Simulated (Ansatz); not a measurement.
# U and J of Cu in NaCuCl3 in the perovskite structure from cRPA

Wanted: U, U′ and J for a model of NaCuCl3 in the perovskite structure, with the screening inside the target bands removed.

Main program and level: Ansatz 0.2.0; PBE, spin-polarised; plane waves, collinear spin, no spin–orbit coupling.

## (1) Starting point

Symmetry: Pm-3m, No. 221, cubic system. Conventional cell: a = 4.805 Å, b = 4.805 Å, c = 4.805 Å, α = 90.00°, β = 90.00°, γ = 90.00°. Nearest to Na lie 12 Cl at 3.40 Å. Cu has 6 Cl at 2.40 Å nearest. Nearest to Cl lie 2 Cu at 2.40 Å and 4 Na at 3.40 Å. perovskite prototype, lattice guessed from radii. Farther neighbours and most contacts between anions are not listed.

This cell was built for the study (perovskite prototype, lattice guessed from radii), not taken from an experiment; the compound need not form in this structure.

The cell was relaxed beforehand in Ansatz under PBE with U = 3.9 eV on Cu d, ortho-atomic projectors, from parallel moments.

## (2) Finding isolated groups of bands

Constrained RPA removes the screening that the model will treat itself, so the target bands must be set apart from the rest. This run gives the bands on the mesh of the screening.

Contents of input.yaml:

```yaml
crystal:
  lattice:
    - [4.805367724, 0.0, 0.0]
    - [0.0, 4.805367724, 0.0]
    - [0.0, 0.0, 4.805367724]
  atoms:
    - { symbol: Na, position: [0.5, 0.5, 0.5] }
    - { symbol: Cu, position: [0.0, 0.0, 0.0], spin: 1.0 }
    - { symbol: Cl, position: [0.5, 0.0, 0.0] }
    - { symbol: Cl, position: [0.0, 0.5, 0.0] }
    - { symbol: Cl, position: [0.0, 0.0, 0.5] }
magnetization:
  spin_polarized: true
kpoints:
  mp_grid: { grid: [4, 4, 4] }
hamiltonian:
  xc: pbe
scf:
  occupations: { method: fermi_dirac, width: 0.1 }
  n_extra_bands: 16
output:
  eigenvalues: true
  hubbard:
    sites: [{ species: Cu, l: d }, { species: Cl, l: p }]
    band_weights: true
  write_density: true
  write_potential: true
  elf: true
  volumetric_format: npy
```

Launch:

```console
ansatz run input.yaml --threads 4 --pin off --max-ram 8192MiB --backend cpu --events-out ev --progress --plain --runs-dir out
```

Numbers of over 12 decimals in the logs are rounded to 6 here.

What it wrote:

```text
scf.n_extra_bands = 16 over 25 filled bands (N_el = 49.0): the run solves 41 bands
Engine: ansatz 0.2.0, aarch64-unknown-linux-gnu
Pseudopotentials: kind: paw
Pseudopotential: Na, paw, valence charge 9, recommended cutoff 420 eV (normal), Na.paw.azcp
Pseudopotential: Cu, paw, valence charge 19, recommended cutoff 420 eV (normal), Cu.paw.azcp
Pseudopotential: Cl, paw, valence charge 7, recommended cutoff 420 eV (normal), Cl.paw.azcp
Functional definition: PBE
  parameter kappa = 0.804
  parameter beta = 0.066725
  exchange = pbe_x(kappa = kappa, mu = beta*pi^2/3)
  correlation = pbe_c(beta = beta)
Crystal: 5 atoms, lattice volume = 110.963 Å³
Basis set: ecut = 420 eV, 2109 PW (Γ)
Bands: 41, of which v1, the nominal top of the filled ones, is band 25 counted from 1 (24 counted from 0)
Symmetry: 48 space group operations
Space group: Pm-3m (ITA 221), of the structure as read, at distance tolerance 4.8e-5 Å
Magnetic group: BNS 221.92 (UNI 1594), of the structure as read, at distance tolerance 4.8e-5 Å
k-points: 10 of 64
Non-local potential: Na, projectors of the file, l = 0: 3, l = 1: 2, l = 2: 1
Non-local potential: Cu, projectors of the file, l = 0: 3, l = 1: 2, l = 2: 3, l = 3: 1
Non-local potential: Cl, projectors of the file, l = 0: 2, l = 1: 2, l = 2: 2
PAW form: soft (Blöchl's): semilocal exchange-correlation on the pseudo side does not see the compensation charge
PAW one-centre angular grid: Na, 110 points (default); XC on 64 Gauss nodes
PAW one-centre angular grid: Cu, 590 points (default); XC on 64 Gauss nodes
PAW one-centre angular grid: Cl, 110 points (default); XC on 64 Gauss nodes
Initial density: superposition of atomic densities (chi_scale 0.1, normalization cell, long waves kept (reshape's long-wave potential 0.01 eV rms))
Starting moments: Σ|m| = 1 μB on 1 of 5 sites
Initial wavefunctions: pseudopotential atomic-orbital guess
Functional: x = pbe(κ = 0.804, μ = 0.219515), c = pbe(β = 0.066725)
SCF iter   1: F=—  HF=-11356.249121 eV  |F-HF|=—  |Δ(HF+E_count)|=         —  Δρ=8.25e-2 (↑2.37e-2 ↓8.25e-2)  dr2=6.88e0  dr2_m=1.75e0  M=0.234 μB ∫|m|=0.245 μB  β_m=0.30  ethr=3.10e-3  ⟨swp⟩=5.8  Hψ=3479  notcnv=0  defer=95
preconditioner: auto → Kerker (q_TF=auto, 2.381 Å⁻¹)  [metal: Δε(μ)=0.029 eV  Ē_g=14.460 eV  σ=0.100 eV  W_gap=0.07  n_scr=26 (ndim 8)  ℏωp=20.2 eV  f_vac=0.021  D(μ)=4.09/eV (n_scr^D=26)]
spin=Collinear: Kerker preconditioning applied to the charge; magnetization (m = ρ↑ − ρ↓) channel mixes plain (no charge-response kernel on spin).
SCF iter   2: F=—  HF=-11355.036191 eV  |F-HF|=—  |Δ(HF+E_count)|=    1.21e0  Δρ=3.13e-2 (↑3.13e-2 ↓2.30e-2)  dr2=9.80e-1  dr2_m=4.84e-1  M=0.361 μB ∫|m|=0.364 μB  β_m=0.30  ethr=3.10e-3  ⟨swp⟩=2.6  Hψ=1628  notcnv=0  defer=185
[...]
SCF converged after 18 iterations
Magnetization: 0.0000 μB (24.5000 up, 24.5000 down)
Absolute magnetization: 0.0000 μB (∫|ρ↑−ρ↓|, with the PAW one-centre terms)
Spin contamination: 0.0000 ħ² per cell (⟨S²⟩ above its minimum at these occupations)
Per-site moments (μB) at R_I (Å): [(-1.3501186091187548e-8, 1.401637), (4.128608861263604e-6, 0.991107), (1.14383920835823e-6, 0.991107), (1.1438392080942573e-6, 0.991107), (1.1438392080234203e-6, 0.991107)]
Free energy (F): -11354.732630 eV
Harris-Foulkes:  -11354.732630 eV  (|F-HF|=3.64e-11)
Internal energy: -11354.665949 eV  (E = F + TS)
E sigma→0 (E₀):  -11354.699290 eV
Entropy (-TS):   -0.066681 eV (-13.336 meV/atom)
Fermi energy:    3.680849 eV
--- Per-component energies (eV) ---
  E_band       = -848.646968
  E_kinetic    = 901.165742
  E_local      = -8431.775816  (includes V_loc(G=0)·N_el)
  E_nonlocal   = 595.007557
  E_hartree    = 3552.008975
  E_xc         = -448.194102
  E_vxc        = -529.456781  (∫ρ·V_xc dr)
  E_paw        = -3906.853553  (= ΣΔE_a)
  E_vpaw       = -487.606942  (= ΣTr[D̂ρ^β])
  E_aug_tail   = 0.000556  (compensation charges beyond the density's cutoff)
  E_ewald      = -3616.025308
  E_smearing   = -0.066681  (= −TS)
  E_closure    = -0.000000  (closes the sum)
  Σ components = -11354.732630   (vs F -11354.732630, Δ=0.00e0)
--- Band table (eV; the first three rows and the last of 20) ---
  k-point 0 ↑: bands = [... 21 lower, 2.1512, 2.4603, 2.4603, 2.4603, 6.3081, 7.3848, 11.2895, 11.2895, ... 12 higher]
  k-point 1 ↑: bands = [... 21 lower, 2.2978, 2.5146, 2.5146, 2.5905, 7.3842, 8.2281, 11.0322, 12.1092, ... 12 higher]
  k-point 2 ↑: bands = [... 21 lower, 2.3513, 2.5796, 2.5796, 2.7046, 9.2287, 9.4479, 9.9377, 12.4642, ... 12 higher]
  k-point 9 ↓: bands = [... 21 lower, 3.0249, 3.0249, 4.5220, 4.5220, 8.1096, 10.3592, 10.3592, 10.3592, ... 12 higher]
--- Occupation matrices: 4 shells (Löwdin-built; ε = 2.00e-2, provisional) ---
  Cu1 d_3D: site group Oh (m-3m)
  Cu1 d_3D up     Tr n = 4.7583  λ = 0.883 0.883 0.997 0.997 0.997  [2× z2 0.50 (Eg 1.00) Eg(1.00) | 3× xz 0.33 (T2g 1.00) T2g(1.00)]
  Cu1 d_3D dn     Tr n = 4.7583  λ = 0.883 0.883 0.997 0.997 0.997  [2× z2 0.50 (Eg 1.00) Eg(1.00) | 3× xz 0.33 (T2g 1.00) T2g(1.00)]
  Cl2 p_3P: site group D4h (4/mmm)
  Cl2 p_3P up     Tr n = 2.7826  λ = 0.828 0.977 0.977  [x 1.00 A2u(1.00) | 2× z 0.50 Eu(1.00)]
  Cl2 p_3P dn     Tr n = 2.7826  λ = 0.828 0.977 0.977  [x 1.00 A2u(1.00) | 2× z 0.50 Eu(1.00)]
  Cl3 p_3P: site group D4h (4/mmm)
  Cl3 p_3P up     Tr n = 2.7826  λ = 0.828 0.977 0.977  [y 1.00 A2u(1.00) | 2× z 0.50 Eu(1.00)]
  Cl3 p_3P dn     Tr n = 2.7826  λ = 0.828 0.977 0.977  [y 1.00 A2u(1.00) | 2× z 0.50 Eu(1.00)]
  Cl4 p_3P: site group D4h (4/mmm)
  Cl4 p_3P up     Tr n = 2.7826  λ = 0.828 0.977 0.977  [z 1.00 A2u(1.00) | 2× x 0.50 Eu(1.00)]
  Cl4 p_3P dn     Tr n = 2.7826  λ = 0.828 0.977 0.977  [z 1.00 A2u(1.00) | 2× x 0.50 Eu(1.00)]
  Tr n, λ and their labels are of the run-group-symmetrised matrices; stabiliser: 96 of 96 elements of G0×{1,Θ} (closed), max defect 3.6e-6 at τ = 4.2e-3
```

Elapsed: 2.9 s, on 4 threads of Arm Neoverse V1, shared host; peak memory 0.42 GiB.

No atom keeps a moment above 0.05 μB.

Groups of bands that stay apart from their neighbours at every point of the mesh, lie near the Fermi energy and have the count of the wanted orbitals are tried as targets.

Valence density in the ac plane at fractional y = 0.000, with atoms of Cu and Cl within 0.2 Å of it. It is the smooth field of the valence electrons, not physical close to the nuclei.

Ten steps, logarithmic in the rise over the least value, from '0' (0 e/Å³) to '9' (53 e/Å³), each cell a mean:
```
86211222221147
43101222210024
11000111100001
11000000000001
22100000000012
22200000000122
02210000000122
22210000000122
22100000000122
11000000000011
10000011000001
32000122210012
75201222221136
97311220221148
```
Columns run along a (4.8 Å), rows up along c (4.8 Å). Atoms in or near the plane, at fractional coordinates: Cu at (0.00, 0.00), Cl at (0.50, 0.00), Cl at (0.00, 0.50).

ELF in the ac plane at fractional y = 0.000, with atoms of Cu and Cl within 0.2 Å of it. It is the smooth field of the valence electrons, not physical close to the nuclei.

Ten even steps from '0' (0.01) to '9' (0.88), each cell a mean:
```
74127976895125
22126999984112
11113799962111
55310367520245
99740012102689
79983000015998
38995000027996
58984000016997
89961000003799
87520145300367
22102689841122
11115999973111
53127988995124
95128853795127
```
Columns run along a (4.8 Å), rows up along c (4.8 Å). Atoms in or near the plane, at fractional coordinates: Cu at (0.00, 0.00), Cl at (0.50, 0.00), Cl at (0.00, 0.50).

## (3) Target: d shell with ligand p, bands v14 to v1 (loose bound)

With the ligand bands in the model the orbitals are more compact and transitions between ligand and shell no longer screen. The screening is solved for all empty bands at once, to a loose bound.

input.yaml, the sections that differ from step 2:

```yaml
output:
  eigenvalues: true
  crpa:
    kmesh: [4, 4, 4]
    target_bands: [v14, v1]
    projections: [{ species: Cu, l: d }, { species: Cl, l: p }]
    accuracy: low
# crystal, magnetization, kpoints, hamiltonian, scf: as in step 2
```

What it wrote:

```text
[...]
Crystal: 5 atoms, lattice volume = 110.963 Å³
Basis set: ecut = 420 eV, 2109 PW (Γ)
Bands: 41, of which v1, the nominal top of the filled ones, is band 25 counted from 1 (24 counted from 0)
Symmetry: 48 space group operations
[...]
k-points: 10 of 64
[...]
Starting moments: Σ|m| = 1 μB on 1 of 5 sites
[...]
SCF iter   1: F=—  HF=-11356.249120 eV  |F-HF|=—  |Δ(HF+E_count)|=         —  Δρ=8.25e-2 (↑2.37e-2 ↓8.25e-2)  dr2=6.88e0  dr2_m=1.75e0  M=0.234 μB ∫|m|=0.245 μB  β_m=0.30  ethr=3.10e-3  ⟨swp⟩=5.8  Hψ=3479  notcnv=0  defer=95
[...]
SCF iter  18: F=-11354.732630 eV  HF=-11354.732630 eV  |F-HF|=4.91e-11  |Δ(HF+E_count)|=   2.93e-9  Δρ=2.40e-7 (↑2.40e-7 ↓1.37e-7)  dr2=1.11e-10  dr2_m=1.29e-11  M=0.000 μB ∫|m|=0.000 μB  ethr=3.13e-12  ⟨swp⟩=3.4  Hψ=2058  notcnv=0
SCF 1 converged in 18 iterations: F = -11354.732630 eV  dr2 = 1.11e-10
[...]
NSCF: frozen V_eff on 10 k-points
[...]
cRPA screening: q 1/64
cRPA screening: q 2/64
cRPA screening: q 8/64 (q-point 3)
cRPA screening: q 11/64 (q-point 6)
cRPA screening: q 17/64 (q-point 7)
cRPA screening: q 29/64 (q-point 8)
cRPA screening: q 35/64 (q-point 11)
cRPA screening: q 38/64 (q-point 22)
cRPA screening: q 40/64 (q-point 23)
cRPA screening: q 46/64 (q-point 24)
cRPA screening: q 52/64 (q-point 27)
cRPA screening: q 58/64 (q-point 28)
cRPA screening: q 64/64 (q-point 43)
SCF converged after 18 iterations
Magnetization: 0.0000 μB (24.5000 up, 24.5000 down)
Absolute magnetization: 0.0000 μB (∫|ρ↑−ρ↓|, with the PAW one-centre terms)
[...]
Per-site moments (μB) at R_I (Å): [(-1.3351704705021459e-8, 1.401637), (4.081007869754111e-6, 0.991107), (1.133891364160692e-6, 0.991107), (1.1338913640052258e-6, 0.991107), (1.1338913639011454e-6, 0.991107)]
Free energy (F): -11354.732630 eV
[...]
Internal energy: -11354.665949 eV  (E = F + TS)
E sigma→0 (E₀):  -11354.699290 eV
Entropy (-TS):   -0.066681 eV (-13.336 meV/atom)
Fermi energy:    3.680849 eV
[...]
--- Band table (eV; the first three rows and the last of 20) ---
  k-point 0 ↑: bands = [... 21 lower, 2.1512, 2.4603, 2.4603, 2.4603, 6.3081, 7.3848, 11.2895, 11.2895, ... 12 higher]
  k-point 1 ↑: bands = [... 21 lower, 2.2978, 2.5146, 2.5146, 2.5905, 7.3842, 8.2281, 11.0322, 12.1092, ... 12 higher]
  k-point 2 ↑: bands = [... 21 lower, 2.3513, 2.5796, 2.5796, 2.7046, 9.2287, 9.4479, 9.9377, 12.4642, ... 12 higher]
  k-point 9 ↓: bands = [... 21 lower, 3.0249, 3.0249, 4.5220, 4.5220, 8.1096, 10.3592, 10.3592, 10.3592, ... 12 higher]
[...]
screened uu, to within: U = 1.1e-1 eV, U' = 1.1e-1 eV, J = 1.2e-2 eV
      screened ud, to within: U = 1.1e-1 eV, U' = 1.1e-1 eV, J = 1.2e-2 eV
      screened dd, to within: U = 1.1e-1 eV, U' = 1.1e-1 eV, J = 1.2e-2 eV
      bare: V = 27.4702 eV, V' = 25.5622 eV, J = 0.9523 eV
      bare uu: V = 27.4702 eV, V' = 25.5622 eV, J = 0.9523 eV
      bare ud: V = 27.4702 eV, V' = 25.5622 eV, J = 0.9523 eV
      bare dd: V = 27.4702 eV, V' = 25.5622 eV, J = 0.9523 eV
    Site 2, 3P, 3 of 3 p orbitals (Wannier functions 6, 7, 8; wannier90's mr 1, 2, 3):
      screened: U = 5.8793 eV, U' = 4.8513 eV, J = 0.4885 eV
      screened uu: U = 5.8793 eV, U' = 4.8513 eV, J = 0.4885 eV
      screened ud: U = 5.8793 eV, U' = 4.8513 eV, J = 0.4885 eV
      screened dd: U = 5.8793 eV, U' = 4.8513 eV, J = 0.4885 eV
      screened, to within: U = 5.7e-2 eV, U' = 5.7e-2 eV, J = 5.9e-3 eV
      screened uu, to within: U = 5.7e-2 eV, U' = 5.7e-2 eV, J = 5.9e-3 eV
      screened ud, to within: U = 5.7e-2 eV, U' = 5.7e-2 eV, J = 5.9e-3 eV
      screened dd, to within: U = 5.7e-2 eV, U' = 5.7e-2 eV, J = 5.9e-3 eV
      bare: V = 13.5819 eV, V' = 12.0742 eV, J = 0.7155 eV
      bare uu: V = 13.5819 eV, V' = 12.0742 eV, J = 0.7155 eV
      bare ud: V = 13.5819 eV, V' = 12.0742 eV, J = 0.7155 eV
      bare dd: V = 13.5819 eV, V' = 12.0742 eV, J = 0.7155 eV
    Site 3, 3P, 3 of 3 p orbitals (Wannier functions 9, 10, 11; wannier90's mr 1, 2, 3):
      screened: U = 5.8793 eV, U' = 4.8513 eV, J = 0.4885 eV
      screened uu: U = 5.8793 eV, U' = 4.8513 eV, J = 0.4885 eV
      screened ud: U = 5.8793 eV, U' = 4.8513 eV, J = 0.4885 eV
      screened dd: U = 5.8793 eV, U' = 4.8513 eV, J = 0.4885 eV
      screened, to within: U = 5.7e-2 eV, U' = 5.7e-2 eV, J = 5.9e-3 eV
      screened uu, to within: U = 5.7e-2 eV, U' = 5.7e-2 eV, J = 5.9e-3 eV
      screened ud, to within: U = 5.7e-2 eV, U' = 5.7e-2 eV, J = 5.9e-3 eV
      screened dd, to within: U = 5.7e-2 eV, U' = 5.7e-2 eV, J = 5.9e-3 eV
      bare: V = 13.5819 eV, V' = 12.0742 eV, J = 0.7155 eV
      bare uu: V = 13.5819 eV, V' = 12.0742 eV, J = 0.7155 eV
      bare ud: V = 13.5819 eV, V' = 12.0742 eV, J = 0.7155 eV
      bare dd: V = 13.5819 eV, V' = 12.0742 eV, J = 0.7155 eV
    Site 4, 3P, 3 of 3 p orbitals (Wannier functions 12, 13, 14; wannier90's mr 1, 2, 3):
      screened: U = 5.8793 eV, U' = 4.8513 eV, J = 0.4885 eV
      screened uu: U = 5.8793 eV, U' = 4.8513 eV, J = 0.4885 eV
      screened ud: U = 5.8793 eV, U' = 4.8513 eV, J = 0.4885 eV
      screened dd: U = 5.8793 eV, U' = 4.8513 eV, J = 0.4885 eV
      screened, to within: U = 5.7e-2 eV, U' = 5.7e-2 eV, J = 5.9e-3 eV
      screened uu, to within: U = 5.7e-2 eV, U' = 5.7e-2 eV, J = 5.9e-3 eV
      screened ud, to within: U = 5.7e-2 eV, U' = 5.7e-2 eV, J = 5.9e-3 eV
      screened dd, to within: U = 5.7e-2 eV, U' = 5.7e-2 eV, J = 5.9e-3 eV
      bare: V = 13.5819 eV, V' = 12.0742 eV, J = 0.7155 eV
      bare uu: V = 13.5819 eV, V' = 12.0742 eV, J = 0.7155 eV
      bare ud: V = 13.5819 eV, V' = 12.0742 eV, J = 0.7155 eV
      bare dd: V = 13.5819 eV, V' = 12.0742 eV, J = 0.7155 eV
  Hermiticity witness max|P − P†| over intra, direct and exchange elements: 4.44e-15 eV (screened), 7.11e-15 eV (bare)
  Reality witness max|Im| over intra, direct and exchange elements: 3.36e-8 eV (screened), 2.55e-12 eV (bare)
```

Wall time 9.3 min (4 threads); peak memory 1.1 GiB; 36 min of CPU time.

On average 35 % of these bands' weight lies on the d shell and 61 % on ligand p.

crpa.toml, one line in 3:

```text
format = "ansatz-crpa/5"
pair_densities = "all_electron"
n_wann = 14
n_bands = 50 # of the sum over states
ecut_chi_ev = 136.0 # of the sum over states
occupation_method = "tetrahedron_uncorrected" # the fill of the pass's bands
window_electrons_down = 13.499995966696146
gauge_min_gram_eig = 0.7039524738822773
relative_bound_asked = 0.05 # of a bounded pair's interaction with itself less a negative term about q + G = 0
n_iterations_per_q = [2, 2, 2, 2, 2, 2, 2, 2, 2, 2, 2, 2, 2, 2, 2, 2, 2, 2, 2, 2, 2, 2, 2, 2, 2, 2, 2, 2, 2, 2, 2, 2, 2, 2, 2, 2, 2, 2, 2, 2, 2, 2, 2, 2, 2, 2, 2, 2, 2, 2, 2, 2, 2, 2, 2, 2, 2, 2, 2, 2, 2, 2, 2, 2] # Sternheimer iterations of each transfer, or of the one that it is turned from
omitted_band_gap_ev = 17.671890943897605 # the levels above the bands read over the highest of their spin channel that holds electrons, at the least

l = "d"
mr = [1, 2, 3, 4, 5] # each function's real harmonic by wannier90's number, 1 to 2l+1, in the order of wannier_functions
u_ev = 9.196084678005437

u_prime_ev = 7.608171943914622
[shells.screened.ud]
j_ev = 0.7950939918133677
u_ev = 9.19608413672251

u_prime_ev = 0.10285578680662995
[shells.screened_half_width.uu]
j_ev = 0.01108931875709205
u_ev = 0.10285724586332574

u_prime_ev = 0.10285582858182599
[shells.bare]
j_ev = 0.9523021677500155
v_ev = 27.470220611318023

v_prime_ev = 25.562178344497845
[shells.bare.dd]
j_ev = 0.9523020851821811
site = 2 # counted from 0, as a deck's `site` is
wannier_functions = [6, 7, 8] # counted from 1, as the tensor files' indices are
[shells.screened]
j_ev = 0.48847997122457526
u_ev = 5.879325448845125

u_prime_ev = 4.851336411738375
[shells.screened.dd]
j_ev = 0.48847992928029343
u_ev = 0.05684860504027011

u_prime_ev = 0.05681053806629125
[shells.screened_half_width.ud]
j_ev = 0.005860260719677481
u_ev = 0.05684865305375936

v_prime_ev = 12.074171849627243
[shells.bare.uu]
j_ev = 0.7154752884927985
v_ev = 13.581894046649433

v_prime_ev = 12.074171186392478
[[shells]]
label = "3P" # of the pseudo-atomic shell

u_prime_ev = 4.851336411739617
[shells.screened.uu]
j_ev = 0.48848001316914286
u_ev = 5.879325169220185

u_prime_ev = 4.851336170972335
[shells.screened_half_width]
j_ev = 0.0058602538160073105
u_ev = 0.05684865892629514

u_prime_ev = 0.05681053505038317
[shells.screened_half_width.dd]
j_ev = 0.005860260203059007
v_ev = 13.58189404665263

v_prime_ev = 12.074172512864628
[shells.bare.ud]
j_ev = 0.7154752276726719
v_ev = 13.581893337211403

l = "p"
mr = [1, 2, 3] # each function's real harmonic by wannier90's number, 1 to 2l+1, in the order of wannier_functions
u_ev = 5.879325169220494

u_prime_ev = 4.851336652511181
[shells.screened.ud]
j_ev = 0.48847997122617454
u_ev = 5.879324889595096

u_prime_ev = 0.05681048242003866
[shells.screened_half_width.uu]
j_ev = 0.005860261236227096
u_ev = 0.05684865599023021

u_prime_ev = 0.05681053203518344
[shells.bare]
j_ev = 0.7154752276747183
v_ev = 13.5818947560981

v_prime_ev = 12.07417184963954
[shells.bare.dd]
j_ev = 0.7154751668542962
```

| shell | U (eV) | U′ (eV) | J (eV) | bare U (eV) | bare J (eV) |
| --- | --- | --- | --- | --- | --- |
| Cu2 d | 9.20 | 7.61 | 0.80 | 27.47 | 0.95 |
| Cl3 p | 5.88 | 4.85 | 0.49 | 13.58 | 0.72 |
| Cl4 p | 5.88 | 4.85 | 0.49 | 13.58 | 0.72 |
| Cl5 p | 5.88 | 4.85 | 0.49 | 13.58 | 0.72 |

(Part 1 of 2 ends here.)

[Logs and program files are shortened in this print: banners, set-up blocks, solver, clock and traceback lines can be left out without a mark of their own.]

[Logs are printed without paths, hosts, clocks, repeated set-up lines and the standing remarks that a program may print on its own settings, such as how far it seeks lower states.]

[Hosts, paths, dates, database ids (printed as entryN), source tags and the programs' standing remarks are cut or masked in the printed files.]

[Where a cell is said to come from a database of computed structures, the database is the Materials Project.]
